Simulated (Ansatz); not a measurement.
# Gap against volume in CdH8C4O6 (P2_1/c) (152 atoms)

The cell holds 152 atoms: 8 Cd, 64 H, 32 C and 48 O. Its edges and angles: a = 15.285 Å, b = 12.212 Å, c = 8.191 Å, α = 90.0°, β = 90.9°, γ = 90.0°. It derives from CdH8C4O6 (P2_1/c), repeated 2×1×1. The starting structure: CdH8C4O6, space group P2_1/c, structure from the Crystallography Open Database, 2 x 1 x 1 conventional cells; every coordinate displaced by a Gaussian of 0.01 Å; bonds to H set to neutron lengths (C-H 1.089, N-H 1.015, O-H 0.983, B-H 1.19 Å) where the listed ones are shorter.

Calculated with Ansatz 0.2.0: Kohn-Sham DFT, PBE+D3(BJ), PAW (set soft_2), plane waves; cutoff 420 eV, Γ point, fixed occupations. The relaxed cell was scaled evenly and the atoms were relaxed at each volume. The gap is that between the highest filled and the lowest empty Kohn-Sham level on the run's k-points.

| volume (Å³/atom) | gap (eV) |
| --- | --- |
| 9.0513 | 4.335 |
| 9.4536 | 4.425 |
| 9.7553 | ? |
| 10.057 | 4.347 |
| 10.359 | 4.278 |
| 10.660 | 4.207 |

**Question.** Fit a straight line in ln V to the rows given and interpolate to the withheld row.

Worked fit:

A volume deformation potential makes the spacing linear in u = ln(V/V0), with V0 = 10.057 Å³ the relaxed volume; v is the spacing.

```
u = ln(V/V0)  v (eV)
   -0.105360  4.3345
  -0.0618749  4.4254
           0  4.3467
   0.0295591  4.2776
   0.0582696  4.2073
```

With n = 5: mean u = -0.0158813, mean v = 4.3183, Σ(u − ū)² = 0.017937, Σ(u − ū)(v − v̄) = -0.016005. Slope b = -0.016005 / 0.017937 = -0.89225; intercept a = v̄ − b ū = 4.3041.

At the withheld volume u = -0.03046, and v = a + b u.

Prediction at 9.7553: 4.331 eV. The run gave 4.398 eV, so the fit is low by 0.067 eV (1.5 % of the value).

The rows follow a line only loosely (correlation 0.71 in size over all rows, under the 0.97 asked here), so the slope of -0.89 eV is a mean trend and no deformation potential. Among the rows given, the largest miss of the fit is at 9.4536, by 0.066 eV (30 % of the range of the table).

Limits: The table spans 16 % in volume, wide for a linear law. Semilocal functionals tend to put gaps under measured ones. Only the Γ point is sampled. Atoms move by up to 1.1 Å in these relaxations, so the structure changes along the series. The mesh needn't hold the band edges.

[Logs are printed without paths, hosts, clocks, repeated set-up lines and the standing remarks that a program may print on its own settings, such as how far it seeks lower states.]

[Hosts, paths, dates, database ids (printed as entryN), source tags and the programs' standing remarks are cut or masked in the printed files.]
